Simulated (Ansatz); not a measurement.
**Molecular dynamics of glassy 58SiO2-11Na2O-13BaO-18CaO (mol %) (102 atoms)**

Aim: follow glassy 58SiO2-11Na2O-13BaO-18CaO (mol %) (102 atoms) for a short time with forces from DFT, then look at structure and electrons in the last frame.

Method: Kohn-Sham DFT, PBE, PAW (set soft_2), plane waves, in Ansatz 0.2.0.

## (1) The structure

The cell holds 102 atoms: 22 Si, 8 Na, 5 Ba, 7 Ca and 60 O. Cell: a = 11.396 Å, b = 11.396 Å, c = 11.396 Å, α = 90.0°, β = 90.0°, γ = 90.0°. 102 atoms (22 Si, 8 Na, 5 Ba, 7 Ca, 60 O) placed at random at 3.02 g/cm³, melted at 4000 K for 10 ps at fixed volume with the Morse and Coulomb pair potential with partial charges (Pedone, Malavasi, Menziani, Cormack and Segre, J. Phys. Chem. B 110, 11780 (2006)). Quenched from 4000 K to 300 K at 50 K/ps and fixed volume, held 10 ps at zero pressure.

Limits known from the start: The quench rate of 50 K/ps is orders of magnitude faster than experiment, which tends to freeze in extra defects. The starting topology of bonds comes from the classical model. The Brillouin zone is sampled at Γ only, in a cell whose shortest periodic width is 11 Å. The levels lack spin–orbit coupling, which is large for the heavy elements here.

## (2) Single point at the start

The forces at the start show how far the geometry lies from a minimum of this functional.

input.yaml reads:

```yaml
crystal:
  lattice:
    - [11.39575, 0.0, 0.0]
    - [0.0, 11.39575, 0.0]
    - [0.0, 0.0, 11.39575]
  atoms:
    - { symbol: Si, position: [0.45292, 0.57218, 0.96812] }
    - { symbol: Si, position: [0.64082, 0.91683, 0.33929] }
    - { symbol: Si, position: [0.78261, 0.10787, 0.48856] }
    - { symbol: Si, position: [0.21488, 0.61838, 0.64231] }
    [... 92 atom lines left out ...]
    - { symbol: O, position: [0.08921, 0.21491, 0.05117] }
    - { symbol: O, position: [0.17099, 0.64394, 0.98233] }
    - { symbol: O, position: [0.11337, 0.32821, 0.57526] }
    - { symbol: O, position: [0.28055, 0.89034, 0.04751] }
    - { symbol: O, position: [0.68012, 0.90767, 0.20549] }
    - { symbol: O, position: [0.72876, 0.77393, 0.03619] }
kpoints:
  mp_grid: { grid: [1, 1, 1] }
hamiltonian:
  xc: pbe
scf:
  occupations: { method: fermi_dirac, width: 0.078 }
output:
  forces: true
```

Started as:

```sh
> ansatz run input.yaml --threads 4 --pin off --max-ram 8192MiB --backend cpu --events-out ev --progress --plain --runs-dir out
```

Elapsed: 16 s, on 4 threads of Arm Neoverse V2, shared host; peak memory 2 GiB.

Numbers from this run:

```yaml
free_energy: -102507.5687 eV
free_energy_per_atom: -1004.9762 eV/atom
scf_cycles: 10
r_m_s_force_component: 1.454 eV/Å
longest_force: 7.74 eV/Å
fermi_energy: 6.65 eV
```

The r.m.s. force component of 1.5 eV/Å sets the starting point.

Length of the force by element:

| element | coordination | atoms | mean length of the force (eV/Å) | spread | least | most |
| --- | --- | --- | --- | --- | --- | --- |
| Ba | all | 5 | 0.910 | 0.178 | 0.708 | 1.22 |
| Ca | all | 7 | 1.18 | 0.368 | 0.612 | 1.67 |
| Na | all | 8 | 0.728 | 0.429 | 0.224 | 1.62 |
| O | all | 60 | 2.37 | 1.23 | 0.438 | 7.74 |
| Si | all | 22 | 2.77 | 1.13 | 0.599 | 5.29 |

## (3) Dynamics at 900 K

A Langevin thermostat couples each atom to a heat bath, at the price of damped dynamics. The time step is 1.0 fs.

Edit input.yaml of step 2 so:

```diff
@@ -15 +15,8 @@
   forces: true
+md:
+  timestep: 1.0
+  n_steps: 200
+  ensemble: nvt_langevin
+  temperature: 900
+  initial_velocities: maxwell_boltzmann
+  seed: 5675
```

It took 38 min on 4 threads; peak memory 2.2 GiB.

The program notes that it switched symmetry off.

Rows from the run:

| time (fs) | T (K) | potential (meV/atom) |
| --- | --- | --- |
| 0.0 | 891 | 0.0 |
| 13.0 | 977 | -4.9 |
| 27.0 | 751 | 39.6 |
| 40.0 | 927 | 11.7 |
| 53.0 | 975 | 12.0 |
| 67.0 | 884 | 18.6 |
| 80.0 | 961 | 9.7 |
| 93.0 | 892 | 18.5 |
| 107.0 | 920 | 7.9 |
| 120.0 | 867 | 9.1 |
| 133.0 | 859 | 4.8 |
| 147.0 | 860 | 11.0 |
| 160.0 | 820 | 9.8 |
| 173.0 | 811 | 13.1 |
| 187.0 | 766 | 20.7 |
| 200.0 | 907 | 3.7 |

Mean square displacement from the first frame to the last: Si 0.050 Å², Na 0.35 Å², Ba 0.071 Å², Ca 0.17 Å², O 0.12 Å².

Table of mean square displacement by time lag:

| time lag (fs) | Ba (Å²) | Ca (Å²) | Na (Å²) | O (Å²) | Si (Å²) |
| --- | --- | --- | --- | --- | --- |
| 1.0 | 1.2e-5 | 4.9e-5 | 8.3e-5 | 1.4e-4 | 7.8e-5 |
| 9.0 | 9.3e-4 | 0.00377 | 0.00655 | 0.0103 | 0.00561 |
| 13.0 | 0.00187 | 0.00759 | 0.0134 | 0.0196 | 0.0105 |
| 21.0 | 0.00452 | 0.0183 | 0.0330 | 0.0405 | 0.0201 |
| 29.0 | 0.00790 | 0.0318 | 0.0587 | 0.0602 | 0.0267 |
| 38.0 | 0.0122 | 0.0485 | 0.0918 | 0.0803 | 0.0318 |
| 42.0 | 0.0143 | 0.0560 | 0.107 | 0.0886 | 0.0341 |
| 50.0 | 0.0185 | 0.0709 | 0.138 | 0.103 | 0.0388 |
| 58.0 | 0.0228 | 0.0848 | 0.166 | 0.112 | 0.0433 |
| 62.0 | 0.0250 | 0.0913 | 0.179 | 0.115 | 0.0454 |
| 71.0 | 0.0299 | 0.104 | 0.205 | 0.122 | 0.0498 |
| 79.0 | 0.0343 | 0.113 | 0.224 | 0.129 | 0.0536 |
| 87.0 | 0.0387 | 0.118 | 0.241 | 0.136 | 0.0573 |
| 91.0 | 0.0411 | 0.120 | 0.249 | 0.140 | 0.0588 |
| 100.0 | 0.0464 | 0.122 | 0.263 | 0.146 | 0.0609 |

Over the second half of 200 fs the temperature averages 845 K with swings of 40 K r.m.s. From first frame to last Na has the largest mean square displacement, 0.35 Å² at the end; the farthest move is 1.02 Å. The count of bonds goes from 216 in the first frame to 217 in the last, by one set of cutoffs: 11 pairs passed out of them and 12 came within. The run spans 0.20 ps, too short for its means to be equilibrium values.

## (4) Local order late in the run

The g(r) is a mean over the second half; what follows it is taken at the last frame.

Bonds before and after, by the cutoffs listed below:

| pair | bonds before | bonds after | mean before (Å) | mean after (Å) | spread before (Å) | spread after (Å) |
| --- | --- | --- | --- | --- | --- | --- |
| O-Si | 88 | 88 | 1.609 | 1.652 | 0.056 | 0.058 |
| O-Na | 41 | 42 | 2.528 | 2.475 | 0.246 | 0.247 |
| O-Ca | 43 | 43 | 2.496 | 2.493 | 0.234 | 0.273 |
| O-Ba | 44 | 44 | 3.045 | 2.981 | 0.270 | 0.316 |

Density 3.06 g/cm³, 14.51 Å³ an atom.

Mean of 14 frames. g(r), total and by pair (bins of 0.2 Å):

| r (Å) | total | O-O | O-Si | O-Na | O-Ca | O-Ba | Si-Si |
| --- | --- | --- | --- | --- | --- | --- | --- |
| 1.40 | 0.01 | 0.00 | 0.04 | 0.00 | 0.00 | 0.00 | 0.00 |
| 1.60 | 2.92 | 0.00 | 11.52 | 0.00 | 0.00 | 0.00 | 0.00 |
| 1.80 | 0.73 | 0.00 | 2.90 | 0.00 | 0.00 | 0.00 | 0.00 |
| 2.00 | 0.06 | 0.00 | 0.01 | 0.37 | 0.29 | 0.00 | 0.00 |
| 2.20 | 0.48 | 0.00 | 0.00 | 2.11 | 3.47 | 0.03 | 0.00 |
| 2.40 | 0.72 | 0.51 | 0.00 | 2.59 | 3.21 | 0.68 | 0.00 |
| 2.60 | 1.56 | 3.11 | 0.00 | 2.25 | 1.67 | 2.01 | 0.00 |
| 2.80 | 1.21 | 2.46 | 0.02 | 0.86 | 0.79 | 2.00 | 0.36 |
| 3.00 | 0.89 | 0.93 | 0.13 | 0.63 | 0.53 | 2.00 | 3.21 |
| 3.20 | 0.88 | 0.79 | 0.33 | 0.66 | 0.31 | 1.85 | 2.97 |
| 3.40 | 0.90 | 0.81 | 0.88 | 0.73 | 0.29 | 1.00 | 0.74 |
| 3.60 | 1.02 | 0.81 | 1.20 | 0.79 | 0.65 | 0.62 | 0.08 |
| 3.80 | 1.04 | 0.70 | 1.50 | 0.76 | 0.77 | 0.85 | 0.25 |
| 4.00 | 1.08 | 0.75 | 1.73 | 0.92 | 0.92 | 0.53 | 0.39 |
| 4.20 | 1.12 | 0.77 | 1.87 | 1.14 | 1.31 | 0.70 | 0.69 |
| 4.40 | 1.01 | 0.86 | 1.17 | 1.06 | 1.18 | 1.20 | 1.49 |
| 4.60 | 0.97 | 1.00 | 0.73 | 1.36 | 1.23 | 1.05 | 1.42 |
| 4.80 | 1.02 | 1.33 | 0.59 | 1.21 | 1.19 | 0.99 | 0.90 |
| 5.00 | 0.98 | 1.18 | 0.71 | 0.95 | 1.24 | 1.19 | 0.87 |
| 5.20 | 1.01 | 1.24 | 0.75 | 1.01 | 0.89 | 1.59 | 0.85 |
| 5.40 | 0.96 | 1.05 | 0.92 | 0.90 | 0.79 | 1.24 | 1.19 |
| 5.60 | 0.90 | 0.92 | 0.87 | 0.97 | 0.72 | 0.96 | 1.16 |

Bonds by pair of elements; cutoffs follow the first minimum of g(r), held within bounds set by covalent radii, and pairs that aren't listed don't count as bonded:

| pair A-B | cutoff (Å) | bonds | mean length (Å) | spread (Å) | shortest (Å) | B about A | A about B |
| --- | --- | --- | --- | --- | --- | --- | --- |
| O-Si | 2.16 | 88 | 1.65 | 0.058 | 1.52 | 1.47 | 4 |
| O-Na | 3.02 | 42 | 2.48 | 0.247 | 2.02 | 0.7 | 5.25 |
| O-Ca | 3.22 | 43 | 2.49 | 0.273 | 2.08 | 0.717 | 6.14 |
| O-Ba | 3.58 | 44 | 2.98 | 0.316 | 2.28 | 0.733 | 8.8 |

How many atoms have how many bonded neighbours:

| element | mean | 2 | 3 | 4 | 5 | 6 | 7 | 8 | 10 |
| --- | --- | --- | --- | --- | --- | --- | --- | --- | --- |
| Ba | 8.8 | 0 | 0 | 0 | 0 | 0 | 0 | 3 | 2 |
| Ca | 6.14 | 0 | 0 | 0 | 2 | 2 | 3 | 0 | 0 |
| Na | 5.25 | 0 | 0 | 2 | 3 | 2 | 1 | 0 | 0 |
| O | 3.62 | 3 | 26 | 22 | 9 | 0 | 0 | 0 | 0 |
| Si | 4 | 0 | 0 | 22 | 0 | 0 | 0 | 0 | 0 |

Bond angles, per cent of each kind in bins of 5°:

| angle (°) | O-Si-O | O-Ca-O | O-Na-O | Ba-O-Si |
| --- | --- | --- | --- | --- |
| 50–55 | 0.0 | 1.8 | 0.0 | 0.0 |
| 55–60 | 0.0 | 6.2 | 5.4 | 0.0 |
| 60–65 | 0.0 | 1.8 | 7.5 | 0.0 |
| 65–70 | 0.0 | 4.4 | 4.3 | 0.0 |
| 70–75 | 0.0 | 8.0 | 4.3 | 1.8 |
| 75–80 | 0.0 | 8.0 | 2.1 | 5.3 |
| 80–85 | 0.0 | 9.7 | 6.5 | 7.0 |
| 85–90 | 0.0 | 7.1 | 8.6 | 8.8 |
| 90–95 | 2.3 | 3.5 | 6.5 | 10.5 |
| 95–100 | 12.9 | 1.8 | 4.3 | 15.8 |
| 100–105 | 20.5 | 5.3 | 7.5 | 3.5 |
| 105–110 | 15.2 | 7.1 | 5.4 | 10.5 |
| 110–115 | 21.2 | 7.1 | 7.5 | 8.8 |
| 115–120 | 19.7 | 2.6 | 3.2 | 7.0 |
| 120–125 | 6.8 | 3.5 | 2.1 | 3.5 |
| 125–130 | 1.5 | 0.9 | 1.1 | 5.3 |
| 130–135 | 0.0 | 1.8 | 4.3 | 5.3 |
| 135–140 | 0.0 | 8.0 | 2.1 | 0.0 |
| 140–145 | 0.0 | 1.8 | 5.4 | 3.5 |
| 145–150 | 0.0 | 0.9 | 2.1 | 1.8 |
| 150–155 | 0.0 | 2.6 | 3.2 | 0.0 |
| 155–160 | 0.0 | 0.9 | 4.3 | 0.0 |
| 160–165 | 0.0 | 0.9 | 2.1 | 0.0 |
| 165–170 | 0.0 | 2.6 | 0.0 | 0.0 |
| 170–175 | 0.0 | 0.9 | 0.0 | 1.8 |
| 175–180 | 0.0 | 0.9 | 0.0 | 0.0 |

Bond angles (no mean is given where the spread exceeds 20°):

| angle | count | mean (°) | spread (°) |
| --- | --- | --- | --- |
| O-Si-O | 132 | 109 | 7.9 |
| O-Ca-O | 113 | - | - |
| O-Na-O | 93 | - | - |
| Ba-O-Si | 57 | - | - |

Oxygen atoms by the number of network formers (Si, P, Ge, B, Al, As, Ga) bound to them:

| network formers bound to O | O atoms | per cent |
| --- | --- | --- |
| 0 | 1 | 1.7 |
| 1 | 30 | 50 |
| 2 | 29 | 48.3 |

Network units: each former by its oxygen neighbours and how many of them bridge to another former:

| former | O neighbours | bridging O | atoms |
| --- | --- | --- | --- |
| Si | 4 | 1 | 2 |
| Si | 4 | 2 | 6 |
| Si | 4 | 3 | 12 |
| Si | 4 | 4 | 2 |

Bond length by coordination (bonds to H left out):

| element | coordination | atoms | mean bond length (Å) |
| --- | --- | --- | --- |
| Ba | 8 | 3 | 2.94 |
| Ba | 10 | 2 | 3.04 |
| Ca | 5 | 2 | 2.43 |
| Ca | 6 | 2 | 2.47 |
| Ca | 7 | 3 | 2.54 |
| Na | 4 | 2 | 2.42 |
| Na | 5 | 3 | 2.48 |
| Na | 6 | 2 | 2.45 |
| Na | 7 | 1 | 2.57 |
| O | 2 | 3 | 1.65 |
| O | 3 | 26 | 2.11 |
| O | 4 | 22 | 2.33 |
| O | 5 | 9 | 2.41 |

Rings of the network by King's shortest-path rule, up to 12 atoms, one path for each pair of neighbours; H, halogens, alkali and alkaline-earth atoms are left out, and the last column divides by all other atoms, bonded or not:

| ring size (atoms) | rings | per network atom |
| --- | --- | --- |
| 8 | 1 | 0.012 |
| 10 | 1 | 0.012 |
| 12 | 1 | 0.012 |

With the cutoffs above, 60 % of Ba atoms have 8, 43 % of Ca atoms have 7, 38 % of Na atoms have 5 and 43 % of O atoms have 3 bonded neighbours. The O-Si-O angle averages 109° with a spread of 8°. 48 % of the oxygens bridge two formers (Si) and 50 % are non-bridging; 2 % join none. The commonest Si unit has 4 oxygens, 3 of them shared with other formers (12 of 22 atoms). Rings of 8, 10 and 12 atoms are the most common (33 % each of those counted); sizes run from 8 to 12, where the search stops.

## (5) Single point at the last frame

The last frame is solved again with fuller output, to read the electronic structure of a thermally displaced geometry.

input.yaml reads:

```yaml
crystal:
  lattice:
    - [11.39575, 0.0, 0.0]
    - [0.0, 11.39575, 0.0]
    - [0.0, 0.0, 11.39575]
  atoms:
    - { symbol: Si, position: [0.44917, 0.55169, 0.95364] }
    - { symbol: Si, position: [0.64997, 0.93191, 0.35361] }
    - { symbol: Si, position: [0.79684, 0.12419, 0.49393] }
    - { symbol: Si, position: [0.22799, 0.62991, 0.6508] }
    [... 92 atom lines left out ...]
    - { symbol: O, position: [0.0836, 0.23353, 0.06548] }
    - { symbol: O, position: [0.14791, 0.65108, 0.98775] }
    - { symbol: O, position: [0.11311, 0.33492, 0.57338] }
    - { symbol: O, position: [0.27857, 0.89441, 0.0218] }
    - { symbol: O, position: [0.69318, 0.9327, 0.21504] }
    - { symbol: O, position: [0.73227, 0.80063, 0.03078] }
kpoints:
  mp_grid: { grid: [1, 1, 1] }
hamiltonian:
  xc: pbe
scf:
  occupations: { method: fixed }
output:
  forces: true
  stress: true
  populations: intrinsic
  dos:
    method: { smearing: { sigma: 0.1 } }
    de: 0.1
    projected: { site_lists: { Ba: [Ba], Ca: [Ca], Na: [Na], O: [O], Si: [Si] } }
  eigenvalues: true
  write_density: true
  write_potential: true
  volumetric_format: npy
```

Wall time 30 s (4 threads); peak memory 2.1 GiB; 1.9 min of CPU time.

The run gave:

* free energy: -102507.1877 eV
* free energy per atom: -1004.9724 eV/atom
* SCF cycles: 10
* pressure: 1.749 GPa
* r.m.s. force component: 1.18 eV/Å
* longest force: 5.378 eV/Å
* Fermi energy: 5.275 eV
* gap (highest filled to lowest empty level): 2.77 eV

Neighbours are counted within 2.16 Å (O-Si), 3.02 Å (O-Na), 3.22 Å (O-Ca), 3.58 Å (O-Ba), the cutoffs taken from the dynamics.

Length of the force by element and coordination:

| element | coordination | atoms | mean length of the force (eV/Å) | spread | least | most |
| --- | --- | --- | --- | --- | --- | --- |
| Ba | all | 5 | 1.30 | 0.787 | 0.423 | 2.57 |
| Ba | 8 | 3 | 1.67 | 0.790 | 0.644 | 2.57 |
| Ba | 10 | 2 | 0.754 | 0.331 | 0.423 | 1.09 |
| Ca | all | 7 | 1.22 | 0.428 | 0.276 | 1.58 |
| Ca | 5 | 2 | 0.635 | 0.359 | 0.276 | 0.995 |
| Ca | 6 | 2 | 1.54 | 0.0376 | 1.50 | 1.58 |
| Ca | 7 | 3 | 1.39 | 0.121 | 1.22 | 1.48 |
| Na | all | 8 | 1.10 | 0.324 | 0.623 | 1.52 |
| Na | 4 | 2 | 1.13 | 0.292 | 0.840 | 1.43 |
| Na | 5 | 3 | 0.983 | 0.387 | 0.623 | 1.52 |
| Na | 6 | 2 | 1.27 | 0.236 | 1.04 | 1.51 |
| Na | 7 | 1 | 1.04 | 0 | 1.04 | 1.04 |
| O | all | 60 | 1.68 | 0.793 | 0.378 | 4.22 |
| O | 2 | 3 | 2.28 | 0.835 | 1.50 | 3.44 |
| O | 3 | 26 | 1.78 | 0.763 | 0.378 | 4.22 |
| O | 4 | 22 | 1.29 | 0.487 | 0.388 | 2.54 |
| O | 5 | 9 | 2.17 | 0.973 | 1.15 | 4.06 |
| Si | all | 22 | 2.70 | 1.06 | 0.929 | 5.38 |

Intrinsic-atomic-orbital charges by element and coordination:

| element | coordination | atoms | mean charge (e) | spread | least | most |
| --- | --- | --- | --- | --- | --- | --- |
| Ba | all | 5 | 1.85 | 0.0125 | 1.84 | 1.86 |
| Ba | 8 | 3 | 1.85 | 0.0116 | 1.84 | 1.86 |
| Ba | 10 | 2 | 1.85 | 0.0132 | 1.84 | 1.86 |
| Ca | all | 7 | 1.75 | 0.0204 | 1.72 | 1.79 |
| Ca | 5 | 2 | 1.77 | 0.0269 | 1.74 | 1.79 |
| Ca | 6 | 2 | 1.74 | 0.0188 | 1.72 | 1.76 |
| Ca | 7 | 3 | 1.75 | 0.0064 | 1.74 | 1.75 |
| Na | all | 8 | 0.782 | 0.0175 | 0.761 | 0.810 |
| Na | 4 | 2 | 0.792 | 0.0184 | 0.773 | 0.810 |
| Na | 5 | 3 | 0.773 | 0.0138 | 0.761 | 0.792 |
| Na | 6 | 2 | 0.781 | 0.0181 | 0.763 | 0.800 |
| Na | 7 | 1 | 0.792 | 0 | 0.792 | 0.792 |
| O | all | 60 | -1.05 | 0.139 | -1.62 | -0.874 |
| O | 2 | 3 | -0.882 | 0.0077 | -0.892 | -0.874 |
| O | 3 | 26 | -0.989 | 0.0966 | -1.18 | -0.878 |
| O | 4 | 22 | -1.11 | 0.155 | -1.62 | -0.901 |
| O | 5 | 9 | -1.12 | 0.102 | -1.22 | -0.925 |
| Si | all | 22 | 1.59 | 0.0589 | 1.49 | 1.72 |

Density of states as counts of states in windows of 1 eV (from the Fermi level), total and the larger projections:

| from (eV) | to (eV) | total | O p | Si p | Ba p |
| --- | --- | --- | --- | --- | --- |
| -14 | -13 | 0.3 | 0.0 | 0.0 | 0.0 |
| -13 | -12 | 0.4 | 0.0 | 0.0 | 0.4 |
| -12 | -11 | 16.8 | 0.7 | 0.1 | 15.8 |
| -11 | -10 | 17.7 | 4.1 | 0.4 | 11.6 |
| -10 | -9 | 8.7 | 5.7 | 0.7 | 0.1 |
| -9 | -8 | 10.8 | 7.4 | 1.1 | 0.1 |
| -8 | -7 | 18.0 | 13.1 | 2.8 | 0.1 |
| -7 | -6 | 17.3 | 12.9 | 2.8 | 0.0 |
| -6 | -5 | 31.2 | 24.6 | 3.3 | 0.1 |
| -5 | -4 | 51.9 | 42.8 | 4.2 | 0.2 |
| -4 | -3 | 65.2 | 57.9 | 2.8 | 0.3 |
| -3 | -2 | 71.3 | 65.9 | 1.7 | 0.3 |
| -2 | -1 | 57.0 | 53.4 | 1.0 | 0.3 |
| -1 | 0 | 22.0 | 20.7 | 0.3 | 0.1 |
| 0 | 1 | 1.5 | 1.4 | 0.0 | 0.0 |
| 1 | 2 | 0.0 | 0.0 | 0.0 | 0.0 |
| 2 | 3 | 2.0 | 0.1 | 0.0 | 0.0 |
| 3 | 4 | 0.1 | 0.0 | 0.0 | 0.0 |
| 4 | 5 | 26.2 | 2.1 | 2.4 | 0.0 |

With fixed occupations the program's Fermi level is the highest filled level; weight inside the gap is the broadening of levels at its edges.

Between -26 and -14 eV lie 217 more states.

The stored curve holds about 607 of the 640 electrons; the rest, give or take the few that broadening carries across the Fermi level, lie in deeper levels below its range.

The levels nearest the highest filled one (over half full), pooled over k-points and spins:

| level less the highest filled one (eV) | occupation |
| --- | --- |
| -0.752 | 2 |
| -0.450 | 2 |
| -0.409 | 2 |
| -0.282 | 2 |
| -0.211 | 2 |
| 0 | 2 |
| 2.77 | 0 |
| 4.06 | 0 |
| 4.13 | 0 |
| 4.25 | 0 |
| 4.30 | 0 |
| 4.37 | 0 |

Mean intrinsic-atomic-orbital charges: Ba +1.85, Ca +1.75, Na +0.78, O -1.05, Si +1.59 e.

## (6) What came out

```json
{"mean temperature, second half": "845.3 K", "temperature swing, second half": "39.88 K", "free energy per atom": "-1004.9724 eV/atom", "pressure": "1.749 GPa", "r.m.s. force component": "1.18 eV/Å", "gap (highest filled to lowest empty level)": "2.77 eV", "wall time of the 3 DFT runs": "39 min"}
```

Over the second half of 200 fs the temperature averages 845 K with swings of 40 K r.m.s. The count of bonds goes from 216 in the first frame to 217 in the last, by one set of cutoffs: 11 pairs passed out of them and 12 came within. The run spans 0.20 ps, too short for its means to be equilibrium values. With the cutoffs above, 60 % of Ba atoms have 8, 43 % of Ca atoms have 7, 38 % of Na atoms have 5 and 43 % of O atoms have 3 bonded neighbours. 48 % of the oxygens bridge two formers (Si) and 50 % are non-bridging; 2 % join none. The highest filled and lowest empty levels differ by 2.77 eV (at Γ alone); a semilocal functional tends to put such gaps too low. In a disordered cell it changes from sample to sample, and tail or defect levels can set it.

What to keep in mind: The network of bonds at the start is that of the classical potential that made the cell; in DFT 11 of its 216 bonded pairs passed out of the cutoffs and 12 came within them. The stress is far from hydrostatic: its diagonal is -0.5, 3.2, 2.5 GPa, compression counted positive. The pressure of 1.7 GPa is that of one thermal frame at a volume set beforehand, without the kinetic term.

[Logs are printed without paths, hosts, clocks, repeated set-up lines and the standing remarks that a program may print on its own settings, such as how far it seeks lower states.]

[Hosts, paths, dates, database ids (printed as entryN), source tags and the programs' standing remarks are cut or masked in the printed files.]
